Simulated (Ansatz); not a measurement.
Rows from a G0W0 calculation on SnO2 (Cassiterite) (Ansatz 0.2.0; G0W0 on PBE, plane waves, PAW; 4×4×6 mesh, 162 empty bands, screening to 100 eV), in eV. Spin-orbit coupling is left out.

| row | Σx | Σc | Vxc | Z |
| --- | --- | --- | --- | --- |
| A | -14.47 | -3.30 | -18.58 | 0.83 |
| B | -26.45 | 5.05 | -20.77 | 0.75 |
| C | -27.18 | 5.38 | -21.14 | 0.75 |
| D | -12.14 | -4.52 | -17.84 | 0.81 |

Question: Which rows are filled states and which are empty ones, and how can one tell?

Filled: B and C. Empty: A and D. The sign of Σc tells: for a filled state bare exchange, which holds its interaction with itself, lies below Vxc (Σx − Vxc is -5.7 eV or lower here) and screening gives part back as a positive Σc. For an empty state Σx lies above Vxc (+4.1 eV or more) and the Coulomb hole leaves Σc negative.

[Runs of the session that timed out or met a known fault of the program may be left out.]

[Cells called generated may have been cut or substituted from an entry of the Crystallography Open Database or the Materials Project.]

[Hosts, paths, dates, database ids (printed as entryN), source tags and the programs' standing remarks are cut or masked in the printed files.]
